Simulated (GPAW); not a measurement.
# P2Ir (P2_1/c): G0W0 with GPAW, start to end, part 2 of 2

How does a plane-wave GW calculation on P2Ir (P2_1/c) run from the first input to the gap?

GPAW 26.7.0; LDA and many-body steps on it, plane waves. Known limits of the many-body steps: not at the basis limit; no spin polarisation; d states lean on the start; no spin-orbit coupling; coarse k mesh.

So far. Step 2 (Ground state): The gap is indirect, with the least direct gap 0.91 eV higher. Step 3 (Bands along the symmetry lines): The gap is 0.609 eV, as in the run before at this level.

### Step 4. Empty states on the mesh, 4×2×4 mesh, 627 bands

Level of this step: DFT, LDA, plane waves, PAW (GPAW).

The sums over transitions need many empty states on a uniform mesh; this step solves for them.

The input, run.py:

```python
import json
import numpy as np
from gpaw.mpi import world
from gpaw import GPAW

calc = GPAW('gs.gpw').fixed_density(kpts={'size': (4, 2, 4), 'gamma': True},
    parallel={'domain': 1, 'band': 1},
    txt='nscf.txt')
calc.diagonalize_full_hamiltonian(nbands=627)
calc.write('full.gpw', mode='all')
res = {}
kpts = calc.get_ibz_k_points()
res['kpts'] = kpts
res['eigenvalues'] = [calc.get_eigenvalues(kpt=k) for k in range(len(kpts))]
res['n_electrons'] = calc.get_number_of_electrons()

if world.rank == 0:
    with open('result.json', 'w') as f:
        json.dump(res, f, default=lambda x: x.tolist())
```

On the command line:

```
$ mpirun -n 8 gpaw python run.py
```

Numbers of over 12 decimals in the logs are rounded to 6 here.

What it wrote:

```text
Diagonalizing LCAO Hamiltonian
Converting LCAO to pw mode
convergence criteria:
- Maximum integral of absolute [eigenst]ate change: 4e-08 eV^2 / valence electron
maximum number of iterations: 100

SCF iterations
|iter     |     time |      energy | eigst |  dens |
|iter:   1|  |             | +0.78 |       |
|iter:   2|  |             | -0.61 |       |
|iter:   3|  |             | -1.43 |       |
[...]
|iter:  48|  |             | -7.18 |       |
|iter:  49|  |             | -7.26 |       |
[... further lines of this kind ...]
|iter:  52|  |             | -7.53c|       |
SCF steps: 52
  __  _  _
 | _ |_)|_||  |
 |__||  | ||/\| - 26.7.0

Input parameters:
  mode=PW(ecut=450.000000),
  convergence={'density': 1e-06, 'bands': -3},
  gpts=array([30, 30, 30]),
  kpts=MonkhorstPack(size=(4, 2, 4), gamma=True),
  maxiter=100,
  nbands=62,
  occupations=Occupations(name='fermi-dirac', width=0.001, fixmagmom=False),
  parallel={'domain': 1, 'band': 1},
  xc=XC(name='LDA')
Matrix size: 3985x3985
# Writing to full.gpw (mode='all')
  [... matrices ...]

timing:  # [seconds]
  Total: 197.419  # ━━━━━━━━━━━━━━━━━━━━━━━━━━━━━━━━━━━━━━━━━━━━━━━━━━━━━━━━━
```

Wall time 4.3 min (8 MPI ranks of Arm Neoverse V1, shared host); peak memory 14 GiB; 33 min of CPU time.

This step gave:

```
gap                                                           : 0.6092 eV
k of the valence top                                          : 0.5, 0.5, 0.5
k of the conduction bottom                                    : 0, 0, 0
least direct gap                                              : 1.517 eV
k points computed                                             : 20
lowest point of the top converged band, above the valence top : 112.0280 eV
```

On this mesh the gap is 0.609 eV.

### Step 5. Screening and self-energy, 4×2×4 mesh, 286 bands, screening to 78 eV

G0W0 replaces the xc potential by the self-energy, built once from these orbitals. Only a window of levels is corrected, while the sums run over the empty bands that the input names.

This step: G0W0 on LDA, plane waves, PAW.

The input, run.py:

```python
import json
import numpy as np
from gpaw.mpi import world
from gpaw.response.g0w0 import G0W0

gw = G0W0('full.gpw',
    filename='gw',
    kpts=[0, 5, 19],
    bands=(48, 52),
    ecut=78,
    nbands=286,
    integrate_gamma='WS',
    ppa=True)
gw.calculate()
res = {mode: {k: v for k, v in r.items() if k != 'sigma_eskwn'}
       for mode, r in gw.all_results.items()}

if world.rank == 0:
    with open('result.json', 'w') as f:
        json.dump(res, f, default=lambda x: x.tolist())
```

On the command line:

```
$ mpirun -n 8 gpaw python run.py
```

What it wrote:

```text
Using integrator: PointIntegrator
FrequencyGridDescriptor(from 0.000+0.000j to 0.000+27.211j eV, 2 points)
Nonperiodic BCs:  [False False False]
Using integrator: PointIntegrator
FrequencyGridDescriptor(from 0.000+0.000j to 0.000+27.211j eV, 2 points)
Nonperiodic BCs:  [False False False]
  ___  _ _ _
 |   || | | |
 | | || | | |
 |__ ||_____|
 |___|

BZ k-points: Symmetries present (total): 2

  [... matrices ...]
32 k-points: 4 x 2 x 4 Monkhorst-Pack grid + [1/8,1/4,1/8]
20 k-points in the irreducible part of the Brillouin zone
       k-points in crystal coordinates                weights
   0:     0.00000000    0.00000000    0.00000000          1/32
   1:     0.00000000    0.00000000    0.25000000          2/32
   2:     0.00000000    0.00000000    0.50000000          1/32
   3:     0.00000000    0.50000000    0.00000000          1/32
   4:     0.00000000    0.50000000    0.25000000          2/32
   5:     0.00000000    0.50000000    0.50000000          1/32
   6:     0.25000000    0.00000000   -0.25000000          2/32
   7:     0.25000000    0.00000000    0.00000000          2/32
   8:     0.25000000    0.00000000    0.25000000          2/32
   9:     0.25000000    0.00000000    0.50000000          2/32
          ...
  19:     0.50000000    0.50000000    0.50000000          1/32

Distributing spins, k-points and bands (1 x 3 x 4) over 8 processes
Number of blocks: 1

Quasi particle states:
k-points (IBZ indices): [0, 5, 19]
Band range: (48, 52)
  [... matrices ...]
Computational parameters:
Plane wave cut-off: 78 eV
Number of bands: 286
Coulomb cutoff: None
Broadening: 0.1 eV

fxc modes: GW
Kernel: RPA
Using Godby-Needs plasmon-pole approximation:
  Fitting energy: i*E0, E0 = 1.000 Hartree
Summing all q:

Calculating screened Coulomb potential
No Coulomb truncation
FrequencyGridDescriptor(from 0.000+0.000j to 0.000+27.211j eV, 2 points)
Removing empty qpoint cache files...

Calculating chi0 body with:
    Ground state adapter containing:
    Number of spins: 1
    Number of kpoints: 32
    Number of irreducible kpoints: 20
    Number of completely occupied states: 50
    Number of partially occupied states: 50
    Occupied states memory: 20.599365234375 M / cpu

    Linear response parametrization:
    q_c: [0.0, 0.0, 0.0]
    Number of frequency points: 2
    Planewave cutoff: 78.0
    Number of bands: 286
    Number of planewaves: 287
    Broadening (eta): 1e-06
    comm.size: 8
    kncomm.size: 8
    blockcomm.size: 1

    Memory estimate of potentially large arrays:
        chi0_wGG: 2.513702 M / cpu
Integrating chi0 body.

Symmetries of q_c:
    Direct symmetries (Uq -> q): 2
    Indirect symmetries (TUq -> q): 0
In total 2 allowed symmetries.

  [... matrices ...]
20 groups of equivalent kpoints. 37.5% reduction.

Integral kind: response function
Integrating chi0 head and wings.

Symmetries of q_c:
    Direct symmetries (Uq -> q): 2
    Indirect symmetries (TUq -> q): 0
In total 2 allowed symmetries.

  [... matrices ...]
20 groups of equivalent kpoints. 37.5% reduction.

Integral kind: response function wings

Calculating chi0 body with:
    Ground state adapter containing:
    Number of spins: 1
    Number of kpoints: 32
    Number of irreducible kpoints: 20
    Number of completely occupied states: 50
    Number of partially occupied states: 50
    Occupied states memory: 20.599365234375 M / cpu

    Linear response parametrization:
[... the further q-points ...]

Results:
f:      Occupation numbers
eps:     KS-eigenvalues [eV]
vxc:     KS vxc [eV]
exx:     Exact exchange [eV]
sigma:   Self-energies [eV]
dsigma:  Self-energy derivatives
Z:       Renormalization factors
qp:      QP-energies [eV]

k-point 0 (0): (0.000, 0.000, 0.000)                GW
band       f     eps     vxc     exx   sigma  dsigma       Z      qp
                                                                   GW
  48   1.000   8.159 -22.416 -24.742   3.077  -0.267   0.789   8.751
  49   1.000   8.281 -22.320 -24.777   3.179  -0.273   0.785   8.848
  50   0.000  10.189 -20.972 -17.717  -2.097  -0.261   0.793  11.108
  51   0.000  10.993 -16.897 -12.833  -3.162  -0.263   0.792  11.708

k-point 1 (5): (0.000, 0.500, 0.500)                GW
band       f     eps     vxc     exx   sigma  dsigma       Z      qp
                                                                   GW
  48   1.000   9.460 -18.380 -19.829   1.876  -0.254   0.797   9.801
  49   1.000   9.460 -18.380 -19.829   1.876  -0.254   0.797   9.801
  50   0.000  10.978 -21.404 -17.836  -2.380  -0.260   0.794  11.921
  51   0.000  10.978 -21.404 -17.836  -2.380  -0.260   0.794  11.921

k-point 2 (19): (0.500, 0.500, 0.500)                GW
band       f     eps     vxc     exx   sigma  dsigma       Z      qp
                                                                   GW
  48   1.000   9.580 -16.149 -17.031   1.179  -0.248   0.801   9.818
  49   1.000   9.580 -16.149 -17.031   1.179  -0.248   0.801   9.818
  50   0.000  11.208 -22.611 -18.546  -2.706  -0.254   0.797  12.290
  51   0.000  11.208 -22.611 -18.546  -2.706  -0.254   0.797  12.290
```

Run time: 8.6 min. Hardware: 8 MPI ranks; peak memory 4.4 GiB; 68 min of CPU time.

Numbers from this step:

```
G0W0 gap on the points computed              : 1.290 eV
least direct G0W0 gap on the computed points : 2.120 eV
Z at the valence top                         : 0.8011
Z at the conduction bottom                   : 0.7930
starting gap on the mesh                     : 0.6092 eV
k of the valence top                         : 0.5, 0.5, 0.5
k of the conduction bottom                   : 0, 0, 0
```

The gap on the mesh goes from 0.61 eV to 1.29 eV, a correction of +0.68 eV.

Limits: finite bands, cutoff and mesh; no spin polarisation; d states lean on the start; no spin-orbit coupling; coarse k mesh. v1 is the top filled band, c1 the lowest empty one. Levels before and after the correction, in eV, zero at the valence-band top of each column:

|  | conduction bottom | valence top |
| --- | --- | --- |
| Kohn-Sham | 0.61 | 0.00 |
| G0W0 | 1.29 | 0.00 |

|  | level | energy (eV) |
| --- | --- | --- |
| Kohn-Sham | Γ v2 | -1.422 |
| Kohn-Sham | Γ v1 | -1.299 |
| Kohn-Sham | Γ c1 | 0.609 |
| Kohn-Sham | Γ c2 | 1.413 |
| Kohn-Sham | (0.5 0.5 0.5) v2-v1 | 0.000 |
| Kohn-Sham | (0.5 0.5 0.5) c1-c2 | 1.628 |
| G0W0 | Γ v2 | -1.066 |
| G0W0 | Γ v1 | -0.970 |
| G0W0 | Γ c1 | 1.290 |
| G0W0 | Γ c2 | 1.890 |
| G0W0 | (0.5 0.5 0.5) v2-v1 | 0.000 |
| G0W0 | (0.5 0.5 0.5) c1-c2 | 2.473 |

### Step 6. Where the time went

Times are wall times on 8 MPI ranks of Arm Neoverse V1, shared host. The host was busy with other work, so they are no guide to cost.

| step | time | share | memory (GiB) |
| --- | --- | --- | --- |
| ground state | 76 s | 8 % | 1.6 |
| bands along the symmetry lines | 1.8 min | 11 % | 2.2 |
| empty states on the mesh | 4.3 min | 27 % | 14 |
| screening and self-energy | 8.6 min | 54 % | 4.4 |

### Step 7. Results

- LDA gap: 0.61 eV, indirect
- G0W0 gap on the mesh: 1.29 eV
- GW settings: 4×2×4 mesh, 286 bands, screening to 78 eV, Godby-Needs plasmon pole
- known limits: not at the basis limit; no spin polarisation; d states lean on the start; no spin-orbit coupling; coarse k mesh

In words: G0W0 moves the gap on the mesh from 0.61 eV to 1.29 eV (+0.68 eV), with Z of 0.80 and 0.79 at the edges. Only 3 of the mesh's irreducible points were corrected, so a valley elsewhere could overtake. The dearest step here is «screening and self-energy». Bands and cutoff are finite, so the gap is not at the basis limit. The miss can reach some tenths of an eV and take either sign; the mesh is an error of its own. These stock PAW sets were not made for GW. In the G0W0 run levels were corrected at 3 k points alone, so a gap called «on the mesh» is the least over those, and an edge elsewhere would be missed. The 4×2×4 mesh is coarse for this cell, which bears on the long-range parts of exchange and screening. The runs have no spin polarisation. For a closed low-spin shell that is the natural state; where a d or f shell is open it is a constraint, and the gap is then not the crystal's own. With d states at the gap, one-shot GW leans hard on its start. The many-body steps are scalar-relativistic: spin-orbit coupling is not in them.

[Paths, hosts, dates, memory and timing lines, banners, echoed tables and standing remarks are left out of the program output.]

[Logs are printed without paths, hosts, clocks, repeated set-up lines and the standing remarks that a program may print on its own settings, such as how far it seeks lower states.]

[Runs of the session that timed out or met a known fault of the program may be left out.]

[Hosts, paths, dates, database ids (printed as entryN), source tags and the programs' standing remarks are cut or masked in the printed files.]
